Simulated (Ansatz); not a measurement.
# GdO (F-43m): from the cell to its phonons

Wanted: phonon frequencies of GdO (F-43m) and what follows from them.

Method: DFT PBE, scalar-relativistic, plane waves, norm-conserving pseudopotentials, 4f in core, in Ansatz 0.2.0.

## (1) Starting point

Symmetry: F-43m, No. 216, cubic system. The conventional cell has a = 5.400 Å, b = 5.400 Å, c = 5.400 Å, α = 90.00°, β = 90.00°, γ = 90.00°. Gd has 4 O at 2.34 Å nearest. Nearest to O lie 4 Gd at 2.34 Å. Farther neighbours and most contacts between anions are not listed.

## (2) Relaxation

Harmonic phonons are second derivatives at a point where the forces vanish, and they are wanted at zero stress, so atoms and cell are relaxed first.

The input, input.yaml:

```yaml
crystal:
  lattice:
    - [0.0, 2.7, 2.7]
    - [2.7, 0.0, 2.7]
    - [2.7, 2.7, 0.0]
  atoms:
    - { symbol: Gd, position: [0.0, 0.0, 0.0] }
    - { symbol: O, position: [0.25, 0.25, 0.25] }
kpoints:
  mp_grid: { grid: [14, 14, 14] }
hamiltonian:
  xc: pbe
  pseudopotentials:
    kind: nc
    azcp: { Gd: "pseudopotentials/pbe/nc/lanthanide_3plus/Gd.nc.azcp" }
scf:
  occupations: { method: gaussian, width: 0.1 }
output:
  forces: true
  stress: true
  eigenvalues: true
relax:
  adjacent_minimum: "off"
  f_tol: 0.005
  max_steps: 80
  cell: { stress_tol: 0.05 }
```

Started as:

```sh
$ ansatz run input.yaml --threads 8 --pin off --max-ram 14336MiB --backend cpu --events-out ev --progress --plain --runs-dir out
```

Numbers of over 12 decimals in the logs are rounded to 6 here.

What it wrote:

```text
Engine: ansatz 0.2.0, x86_64-unknown-linux-gnu
Pseudopotentials: kind: nc
Pseudopotential: Gd, nc, valence charge 11, recommended cutoff 707.496042 eV (normal), <dir>
Pseudopotential: O, nc, valence charge 6, recommended cutoff 1240 eV (normal), O.nc.azcp
Functional definition: PBE
  parameter kappa = 0.804
  parameter beta = 0.066725
  exchange = pbe_x(kappa = kappa, mu = beta*pi^2/3)
  correlation = pbe_c(beta = beta)
Crystal: 2 atoms, lattice volume = 39.366 Å³
Basis set: ecut = 1240 eV, 3839 PW (Γ), exchange–correlation on 90×90×90 points (8 copies of the dense FFT grid, shifted against one another)
Bands: 13, of which v1, the nominal top of the filled ones, is band 9 counted from 1 (8 counted from 0)
Symmetry: 24 space group operations
Space group: F-43m (ITA 216), of the structure as read, at distance tolerance 3.4e-5 Å
k-points: 104 of 2744 (time reversal used)
Non-local potential: Gd, projectors of the file, l = 0: 2, l = 1: 2, l = 2: 2, l = 3: 1
Non-local potential: O, projectors of the file, l = 0: 2, l = 1: 2, l = 2: 1
Initial density: superposition of atomic densities (chi_scale 0.1, normalization cell, long waves kept (reshape's long-wave potential 0.00 eV rms))
Initial wavefunctions: pseudopotential atomic-orbital guess
Functional: x = pbe(κ = 0.804, μ = 0.219515), c = pbe(β = 0.066725)
SCF iter   1: F=—  HF=-1599.445041 eV  |F-HF|=—  |Δ(HF+E_count)|=         —  Δρ=6.88e-2  dr2=1.55e0  ethr=3.10e-3  ⟨swp⟩=6.8  Hψ=10295  notcnv=0
preconditioner: auto → Kerker (q_TF=auto, 2.372 Å⁻¹)  [metal: Δε(μ)=0.022 eV  Ē_g=7.136 eV  σ=0.100 eV  W_gap=0.12  n_scr=14 (ndim 8)  ℏωp=15.7 eV  f_vac=0.000  D(μ)=1.54/eV (n_scr^D=14)]
SCF iter   2: F=—  HF=-1599.159672 eV  |F-HF|=—  |Δ(HF+E_count)|=   2.85e-1  Δρ=2.38e-2  dr2=2.84e-1  ethr=3.10e-3  ⟨swp⟩=2.9  Hψ=3381  notcnv=0  defer=13
SCF iter   3: F=—  HF=-1599.110601 eV  |F-HF|=—  |Δ(HF+E_count)|=   4.91e-2  Δρ=1.35e-2  dr2=1.09e-1  ethr=1.67e-3  ⟨swp⟩=2.5  Hψ=2175  notcnv=0  defer=13
SCF iter   4: F=—  HF=-1599.087974 eV  |F-HF|=—  |Δ(HF+E_count)|=   2.26e-2  Δρ=4.59e-3  dr2=1.55e-2  ethr=6.44e-4  ⟨swp⟩=3.5  Hψ=2742  notcnv=0  defer=13
SCF iter   5: F=—  HF=-1599.086561 eV  |F-HF|=—  |Δ(HF+E_count)|=   1.41e-3  Δρ=1.00e-3  dr2=7.43e-4  ethr=9.14e-5  ⟨swp⟩=2.7  Hψ=2342  notcnv=0  defer=13
SCF iter   6: F=—  HF=-1599.086792 eV  |F-HF|=—  |Δ(HF+E_count)|=   2.31e-4  Δρ=1.65e-4  dr2=1.40e-5  ethr=4.37e-6  ⟨swp⟩=2.6  Hψ=2248  notcnv=0  defer=13
SCF iter   7: F=—  HF=-1599.086846 eV  |F-HF|=—  |Δ(HF+E_count)|=   5.42e-5  Δρ=2.91e-5  dr2=4.33e-7  ethr=8.22e-8  ⟨swp⟩=2.3  Hψ=2069  notcnv=0  defer=13
SCF iter   8: F=-1599.086846 eV  HF=-1599.086846 eV  |F-HF|=1.59e-8  |Δ(HF+E_count)|=   1.19e-7  Δρ=7.08e-6  dr2=2.02e-8  ethr=5.88e-10  ⟨swp⟩=8.5  Hψ=8045  notcnv=0
SCF 1 converged in 8 iterations: F = -1599.086846 eV  dr2 = 2.02e-8
relax step   1: F+E_penalty+E_count = -1599.08684585 eV  Δ(F+E_penalty+E_count) = +0.000e0 eV  max|allowed force component| = 2.961e-16 eV/Å  Δτ_max = 0.0000 Å  P = -2.992 GPa  Ω = 39.366 Å³  (8 SCF iters, dr2 threshold 1.00e-7 eV, accepted)
Crystal: 2 atoms, lattice volume = 37.500 Å³
Basis set: ecut = 1240 eV, 3719 PW (Γ), exchange–correlation on 90×90×90 points (8 copies of the dense FFT grid, shifted against one another)
Initial density: handed on by an earlier stage of this run
Initial wavefunctions: those handed on with the density
iter 1 solved again at ethr=1.99e-5 eV; its pass at ethr=3.10e-3 eV (dr2=3.39e-3 eV) is discarded
SCF iter   1: F=—  HF=-1599.095724 eV  |F-HF|=—  |Δ(HF+E_count)|=         —  Δρ=2.66e-3  dr2=2.82e-3  ethr=1.99e-5  ⟨swp⟩=2.5  Hψ=12279  notcnv=0
preconditioner: auto → Kerker (q_TF=auto, 2.391 Å⁻¹)  [metal: Δε(μ)=0.007 eV  Ē_g=8.158 eV  σ=0.100 eV  W_gap=0.04  n_scr=14 (ndim 8)  ℏωp=16.0 eV  f_vac=0.000  D(μ)=1.62/eV (n_scr^D=14)]
SCF iter   2: F=—  HF=-1599.095255 eV  |F-HF|=—  |Δ(HF+E_count)|=   4.69e-4  Δρ=1.51e-3  dr2=1.33e-3  ethr=1.66e-5  ⟨swp⟩=1.0  Hψ=1373  notcnv=0
SCF iter   3: F=—  HF=-1599.095055 eV  |F-HF|=—  |Δ(HF+E_count)|=   2.00e-4  Δρ=6.31e-4  dr2=1.99e-4  ethr=7.82e-6  ⟨swp⟩=2.7  Hψ=2260  notcnv=0
SCF iter   4: F=—  HF=-1599.095100 eV  |F-HF|=—  |Δ(HF+E_count)|=   4.50e-5  Δρ=2.78e-4  dr2=2.36e-5  ethr=1.17e-6  ⟨swp⟩=2.8  Hψ=2104  notcnv=0
SCF iter   5: F=—  HF=-1599.095118 eV  |F-HF|=—  |Δ(HF+E_count)|=   1.76e-5  Δρ=1.87e-4  dr2=7.37e-6  ethr=1.39e-7  ⟨swp⟩=2.4  Hψ=2102  notcnv=0
SCF iter   6: F=—  HF=-1599.095117 eV  |F-HF|=—  |Δ(HF+E_count)|=   8.82e-7  Δρ=6.49e-5  dr2=1.13e-6  ethr=4.33e-8  ⟨swp⟩=2.6  Hψ=2225  notcnv=0
SCF iter   7: F=-1599.095117 eV  HF=-1599.095117 eV  |F-HF|=5.17e-8  |Δ(HF+E_count)|=   1.18e-7  Δρ=1.64e-5  dr2=8.03e-8  ethr=1.18e-9  ⟨swp⟩=5.0  Hψ=7702  notcnv=0
SCF 2 converged in 7 iterations: F = -1599.095117 eV  dr2 = 8.03e-8
relax step   2: F+E_penalty+E_count = -1599.09511696 eV  Δ(F+E_penalty+E_count) = -8.271e-3 eV  max|allowed force component| = 2.961e-16 eV/Å  Δτ_max = 0.0000 Å  P = +1.825 GPa  Ω = 37.500 Å³  energy of the carried Pulay correction = +3.137e-4 eV  (7 SCF iters, dr2 threshold 2.00e-7 eV, accepted)
Crystal: 2 atoms, lattice volume = 38.186 Å³
Basis set: ecut = 1240 eV, 3767 PW (Γ), exchange–correlation on 90×90×90 points (8 copies of the dense FFT grid, shifted against one another)
iter 1 solved again at ethr=2.80e-6 eV; its pass at ethr=3.10e-3 eV (dr2=4.77e-4 eV) is discarded
SCF iter   1: F=—  HF=-1599.098707 eV  |F-HF|=—  |Δ(HF+E_count)|=         —  Δρ=1.05e-3  dr2=4.32e-4  ethr=2.80e-6  ⟨swp⟩=2.0  Hψ=12046  notcnv=0
preconditioner: auto → Kerker (q_TF=auto, 2.384 Å⁻¹)  [metal: Δε(μ)=0.006 eV  Ē_g=8.047 eV  σ=0.100 eV  W_gap=0.03  n_scr=14 (ndim 8)  ℏωp=15.9 eV  f_vac=0.000  D(μ)=1.65/eV (n_scr^D=14)]
SCF iter   2: F=—  HF=-1599.098644 eV  |F-HF|=—  |Δ(HF+E_count)|=   6.34e-5  Δρ=5.48e-4  dr2=1.88e-4  ethr=2.54e-6  ⟨swp⟩=1.8  Hψ=1641  notcnv=0
SCF iter   3: F=—  HF=-1599.098662 eV  |F-HF|=—  |Δ(HF+E_count)|=   1.76e-5  Δρ=4.65e-4  dr2=8.15e-5  ethr=1.11e-6  ⟨swp⟩=2.6  Hψ=2153  notcnv=0
SCF iter   4: F=—  HF=-1599.098652 eV  |F-HF|=—  |Δ(HF+E_count)|=   9.13e-6  Δρ=1.00e-4  dr2=3.76e-6  ethr=4.79e-7  ⟨swp⟩=2.5  Hψ=2042  notcnv=0
SCF iter   5: F=-1599.098656 eV  HF=-1599.098656 eV  |F-HF|=1.47e-7  |Δ(HF+E_count)|=   3.11e-6  Δρ=2.24e-5  dr2=1.36e-7  ethr=1.18e-9  ⟨swp⟩=6.3  Hψ=8786  notcnv=0
SCF 3 converged in 5 iterations: F = -1599.098656 eV  dr2 = 1.36e-7
relax step   3: F+E_penalty+E_count = -1599.09865573 eV  Δ(F+E_penalty+E_count) = -3.539e-3 eV  max|allowed force component| = 1.527e-16 eV/Å  Δτ_max = 0.0000 Å  P = -0.086 GPa  Ω = 38.186 Å³  energy of the carried Pulay correction = +1.967e-4 eV  (5 SCF iters, dr2 threshold 2.00e-7 eV, accepted)
[...]
relax step   4: F+E_penalty+E_count = -1599.09866974 eV  Δ(F+E_penalty+E_count) = -1.401e-5 eV  max|allowed force component| = 3.099e-16 eV/Å  Δτ_max = 0.0000 Å  P = -0.002 GPa  Ω = 38.154 Å³  energy of the carried Pulay correction = +2.020e-4 eV  (4 SCF iters, dr2 threshold 1.85e-8 eV, accepted)
Initial wavefunctions: pseudopotential atomic-orbital guess (no wavefunctions were taken with the density)
iter 1 solved again at ethr=7.89e-8 eV; its pass at ethr=3.10e-3 eV (dr2=1.34e-5 eV) is discarded
SCF iter   1: F=—  HF=-1599.098501 eV  |F-HF|=—  |Δ(HF+E_count)|=         —  Δρ=3.97e-5  dr2=2.96e-8  ethr=7.89e-8  ⟨swp⟩=5.6  Hψ=15547  notcnv=0
preconditioner: auto → Kerker (q_TF=auto, 2.384 Å⁻¹)  [metal: Δε(μ)=0.006 eV  Ē_g=8.050 eV  σ=0.100 eV  W_gap=0.03  n_scr=14 (ndim 8)  ℏωp=15.9 eV  f_vac=0.000  D(μ)=1.65/eV (n_scr^D=14)]
SCF iter   2: F=—  HF=-1599.098538 eV  |F-HF|=—  |Δ(HF+E_count)|=   3.66e-5  Δρ=2.12e-5  dr2=1.03e-8  ethr=1.74e-10  ⟨swp⟩=3.3  Hψ=2764  notcnv=0
SCF iter   3: F=—  HF=-1599.098538 eV  |F-HF|=—  |Δ(HF+E_count)|=   8.08e-8  Δρ=7.21e-6  dr2=1.42e-9  ethr=6.06e-11  ⟨swp⟩=2.0  Hψ=1820  notcnv=0
SCF iter   4: F=—  HF=-1599.098538 eV  |F-HF|=—  |Δ(HF+E_count)|=   1.20e-8  Δρ=6.01e-7  dr2=1.61e-10  ethr=8.37e-12  ⟨swp⟩=2.1  Hψ=2157  notcnv=0
SCF iter   5: F=—  HF=-1599.098538 eV  |F-HF|=—  |Δ(HF+E_count)|=  1.20e-10  Δρ=3.18e-7  dr2=3.33e-11  ethr=1.00e-12  ⟨swp⟩=2.4  Hψ=2083  notcnv=0
SCF iter   6: F=-1599.098538 eV  HF=-1599.098538 eV  |F-HF|=4.55e-13  |Δ(HF+E_count)|=  3.41e-12  Δρ=5.37e-8  dr2=8.62e-13  ethr=1.00e-12  ⟨swp⟩=8.1  Hψ=7844  notcnv=0
SCF 5 converged in 6 iterations: F = -1599.098538 eV  dr2 = 8.62e-13
relax step   5: F+E_penalty+E_count = -1599.09853776 eV  Δ(F+E_penalty+E_count) = +1.320e-4 eV  max|allowed force component| = 3.007e-16 eV/Å  Δτ_max = 0.0000 Å  P = -0.021 GPa  Ω = 38.154 Å³  stress off target by 2.11e-2 GPa  SCF on the basis re-selected at this cell (its energy is not comparable with the rows above)  (6 SCF iters)
basis re-selected at this cell: Δ(F+E_penalty+E_count) = +1.320e-4 eV, ΔP = -0.019 GPa vs the last step (what re-selecting the basis moved, of the pressure what is left beyond the Pulay correction that the steps carried, after the strain that the cell walked since its last selection, with what the two solves' SCF thresholds leave and, on support functions, any second-order correction that the steps lacked; it is no m [...]
SCF converged after 6 iterations
Free energy (F): -1599.098538 eV
Harris-Foulkes:  -1599.098538 eV  (|F-HF|=4.55e-13)
Internal energy: -1599.090271 eV  (E = F + TS)
E sigma→0 (E₀):  -1599.094405 eV
Entropy (-TS):   -0.008266 eV (-4.133 meV/atom)
Fermi energy:    11.290556 eV
--- Per-component energies (eV) ---
  E_band       = -105.084226
  E_kinetic    = 589.180610
  E_local      = -924.465171  (includes V_loc(G=0)·N_el)
  E_nonlocal   = -38.607053
  E_hartree    = 296.748877
  E_xc         = -409.537461
  E_vxc        = -324.690362  (∫ρ·V_xc dr)
  E_ewald      = -1112.410073
  E_smearing   = -0.008266  (= −TS)
  E_closure    = 0.000000  (closes the sum)
  Σ components = -1599.098538   (vs F -1599.098538, Δ=0.00e0)
--- Forces (eV/Å), atoms counted from 1 ---
  atom   1  Gd    -0.00000000    -0.00000000    -0.00000000
  atom   2  O      0.00000000     0.00000000     0.00000000
  max |Σ_I F_I| component: 8.33e-17 eV/Å
--- Stress (GPa, compression-positive) ---
       -0.021145       0.000000      -0.000000
       -0.000000      -0.021145       0.000000
       -0.000000       0.000000      -0.021145
  P = ⅓ Tr σ = -0.0211 GPa (-0.211 kbar)
--- Band table (eV; the first three rows and the last of 104) ---
  k-point 0: bands = [... 5 lower, 5.3340, 5.3340, 5.3340, 9.3088, 14.1296, 14.1296, 16.1136, 16.1136]
  k-point 1: bands = [... 5 lower, 5.2961, 5.3587, 5.3587, 9.5101, 14.0212, 14.0212, 15.9925, 16.2468]
  k-point 2: bands = [... 5 lower, 5.2329, 5.4265, 5.4265, 10.0358, 13.8094, 13.8094, 15.6908, 16.5145]
  k-point 103: bands = [... 5 lower, 5.4834, 5.8838, 6.5116, 10.8811, 12.1527, 14.9076, 16.0248, 17.3361]
--- Relaxed structure (4 steps of the walk, 4 accepted, 1 SCFs on fresh bases) ---
  F+E_penalty+E_count = -1599.09853776 eV   max|allowed force component| = 3.007e-16 eV/Å   (the final SCF, on the basis selected at the relaxed cell)
  cell:  # Å, volume = 38.1544 Å³
    - [0, 2.672010, 2.672010]
    - [2.672010, 0, 2.672010]
    - [2.672010, 2.672010, 0]
  atoms:
    - { symbol: Gd, position: [0, 0, 0] }
    - { symbol: O, position: [0.25, 0.25, 0.25] }
```

Run time: 15 s. Hardware: 8 threads of Intel Xeon Platinum 8375C at 2.90GHz (Ice Lake), shared host; peak memory 0.65 GiB.

The files freeze the 4f shell of Gd into the core, so its moment is left out.

Step by step:

| step | energy less that of the first step (eV) | largest force component (eV/Å) | pressure (GPa) | volume (Å³) |
| --- | --- | --- | --- | --- |
| 1 | 0.0000 | 0.0000 | -2.99 | 39.37 |
| 2 | -0.0083 | 0.0000 | 1.82 | 37.50 |
| 3 | -0.0118 | 0.0000 | -0.09 | 38.19 |
| 4 | -0.0118 | 0.0000 | 0.00 | 38.15 |
| 5* | -0.0117 | 0.0000 | -0.02 | 38.15 |

Relaxation steps marked * repeat the geometry before them on a plane-wave basis chosen anew for their cell, so energy and pressure can jump there.

Forces are held to the 24 operations that the run works with; a distortion that breaks them can't arise in this run.

| conventional cell, symmetrised | before | after | change |
| --- | --- | --- | --- |
| a (Å) | 5.400 | 5.344 | -1.0 % |
| b (Å) | 5.400 | 5.344 | -1.0 % |
| c (Å) | 5.400 | 5.344 | -1.0 % |
| volume (Å³/atom) | 19.68 | 19.08 | -3.1 % |

Final coordinates:

```
Gd O
1.0
     0.00000    2.67201    2.67201
     2.67201    0.00000    2.67201
     2.67201    2.67201    0.00000
Gd O
1 1
Cartesian
  0.0000 0.0000 0.0000
  1.3360 1.3360 1.3360
```

This step gave:

* pressure: -0.02115 GPa
* volume per atom: 19.08 Å³
* gap on the k-mesh: 0 eV

In this step the volume went from 19.68 to 19.08 Å³/atom.

## (3) Tight relaxation

Phonons need a cell at rest on their own settings, so the relaxation is repeated with tight tolerances on forces and stress on the k mesh and occupations of the first response run.

The input, input.yaml:

```yaml
crystal:
  lattice:
    - [0.0, 2.6720099987, 2.6720099987]
    - [2.6720099987, 0.0, 2.6720099987]
    - [2.6720099987, 2.6720099987, 0.0]
  atoms:
    - { symbol: Gd, position: [0.0, 0.0, 0.0] }
    - { symbol: O, position: [0.25, 0.25, 0.25] }
kpoints:
  mp_grid: { grid: [16, 16, 16] }
hamiltonian:
  xc: pbe
  pseudopotentials:
    kind: nc
    azcp: { Gd: "pseudopotentials/pbe/nc/lanthanide_3plus/Gd.nc.azcp" }
scf:
  occupations: { method: methfessel_paxton, width: 0.2 }
output:
  forces: true
  stress: true
  eigenvalues: true
  write_density: true
  write_potential: true
  elf: true
  volumetric_format: npy
relax:
  adjacent_minimum: "off"
  f_tol: 0.001
  max_steps: 60
  cell: { stress_tol: 0.01 }
```

What it wrote:

```text
[...]
Crystal: 2 atoms, lattice volume = 38.154 Å³
Basis set: ecut = 1240 eV, 3767 PW (Γ), exchange–correlation on 90×90×90 points (8 copies of the dense FFT grid, shifted against one another)
Bands: 13, of which v1, the nominal top of the filled ones, is band 9 counted from 1 (8 counted from 0)
Symmetry: 24 space group operations
[...]
k-points: 145 of 4096 (time reversal used)
[...]
k-point 144: bands = [... 5 lower, 5.6449, 5.7330, 6.5154, 10.8891, 12.1485, 14.8949, 16.0220, 17.3768]
--- Relaxed structure (3 steps of the walk, 3 accepted, 1 SCFs on fresh bases) ---
[...]
cell:  # Å, volume = 38.1323 Å³
    - [0, 2.671495, 2.671495]
    - [2.671495, 0, 2.671495]
    - [2.671495, 2.671495, 0]
  atoms:
    - { symbol: Gd, position: [0, 0, 0] }
    - { symbol: O, position: [0.25, 0.25, 0.25] }
[key lines of the parts left out:]
SCF converged after 7 iterations
Free energy (F): -1599.093890 eV
Fermi energy:    11.297979 eV
P = ⅓ Tr σ = -0.0007 GPa (-0.007 kbar)
```

Elapsed: 17 s, on 8 threads; peak memory 0.74 GiB.

Little changed from the start: no atom moved by 0.005 Å and no cell edge by 0.1 %.

Numbers from this step:

* pressure: -6.83e-4 GPa
* volume per atom: 19.07 Å³

Electrostatic potential energy in the ac plane of a cell with a along [110], b along [-110] and c along [001] of the cube at fractional y = 0.000, with atoms of Gd and O within 0.2 Å of it. With pseudopotentials it is smooth inside the atoms' cores, unlike the true potential.

Ten even steps from '_' (-65 eV) to '@' (13 eV), each cell a mean:
```
__..++%%@@@@@@%%++..____--##@@@@@@@@##--__
--++##@@%%%%%%@@##++----**%%@@%%%%@@%%**--
##%%@@%%++::++%%@@%%####%%@@##----##@@%%##
@@@@@@%%--__--%%@@@@@@@@@@@@**____**@@@@@@
@@@@@@@@##++##@@@@@@@@@@@@@@%%++**%%@@@@@@
@@@@@@@@@@@@@@@@@@@@@@@@@@@@@@@@@@@@@@@@@@
@@@@@@@@@@@@@@@@@@@@@@@@@@@@@@@@@@@@@@@@@@
@@@@@@@@@@@@@@@@@@@@@@@@@@@@@@@@@@@@@@@@@@
@@@@@@@@@@@@@@@@@@@@@@@@@@@@@@@@@@@@@@@@@@
@@@@@@@@@@@@@@@@@@@@@@@@@@@@@@@@@@@@@@@@@@
%%@@@@@@@@@@@@@@@@@@%%%%@@@@@@@@@@@@@@@@%%
++##%%@@@@@@@@@@%%##++**##@@@@@@@@@@@@##**
..--**%%@@@@@@%%**--....++%%@@@@@@@@%%++..
__..++%%@@@@@@%%++______--##@@@@@@@@##::__
```
Columns run along a (7.6 Å; values clipped at the 3rd and 97th percentile), rows up along c (5.3 Å), edges of the conventional cell, whose origin can differ from the input's. Atoms in or near the plane, at fractional coordinates: Gd at (0.50, 0.00), Gd at (0.00, 0.00), O at (0.75, 0.75), O at (0.25, 0.75).

Valence density in the ac plane of a cell with a along [110], b along [-110] and c along [001] of the cube at fractional y = 0.000, with atoms of Gd and O within 0.2 Å of it. It is the smooth field of the valence electrons, not physical close to the nuclei.

Ten even steps from '_' (0.0 e/Å³) to '@' (5.8 e/Å³), each cell a mean:
```
::==::__________::==::----..________..----
--::..__..::..__..::----..__..::::..__..--
______..**@@++..____________--%%%%--______
______..%%@@%%..____________==@@@@==______
______..--**--..____________::++++..______
__________..__________________....________
__________________________________________
__________________________________________
__________________________________________
__________________________________________
__________________________________________
....______________......________________..
----..__________..----==::____________::==
..--::__________::--..::--..________..--::
```
Columns run along a (7.6 Å), rows up along c (5.3 Å), edges of the conventional cell, whose origin can differ from the input's. Atoms in or near the plane, at fractional coordinates: Gd at (0.50, 0.00), Gd at (0.00, 0.00), O at (0.75, 0.75), O at (0.25, 0.75).

ELF in the ac plane of a cell with a along [110], b along [-110] and c along [001] of the cube at fractional y = 0.000, with atoms of Gd and O within 0.2 Å of it. It is the smooth field of the valence electrons, not physical close to the nuclei.

Ten even steps from '0' (0.03) to '9' (0.84), each cell a mean:
```
487235327846942442496
984389834899626996269
532796972354249779424
004983884000179559710
014899984000269999620
002578752000146776310
000123210000012332100
000111110000011111100
001345431000024554200
001589851000037987300
111389831111126996211
863257523787523763257
897223128989951221599
189211139814961111694
```
Columns run along a (7.6 Å), rows up along c (5.3 Å), edges of the conventional cell, whose origin can differ from the input's. Atoms in or near the plane, at fractional coordinates: Gd at (0.50, 0.00), Gd at (0.00, 0.00), O at (0.75, 0.75), O at (0.25, 0.75).

The forces vanish by symmetry and the pressure is -0.001 GPa, within the tolerances set. The cell now holds 19.07 Å³/atom.

(Part 1 of 2 ends here.)

[Logs are printed without paths, hosts, clocks, repeated set-up lines and the standing remarks that a program may print on its own settings, such as how far it seeks lower states.]

[Hosts, paths, dates, database ids (printed as entryN), source tags and the programs' standing remarks are cut or masked in the printed files.]
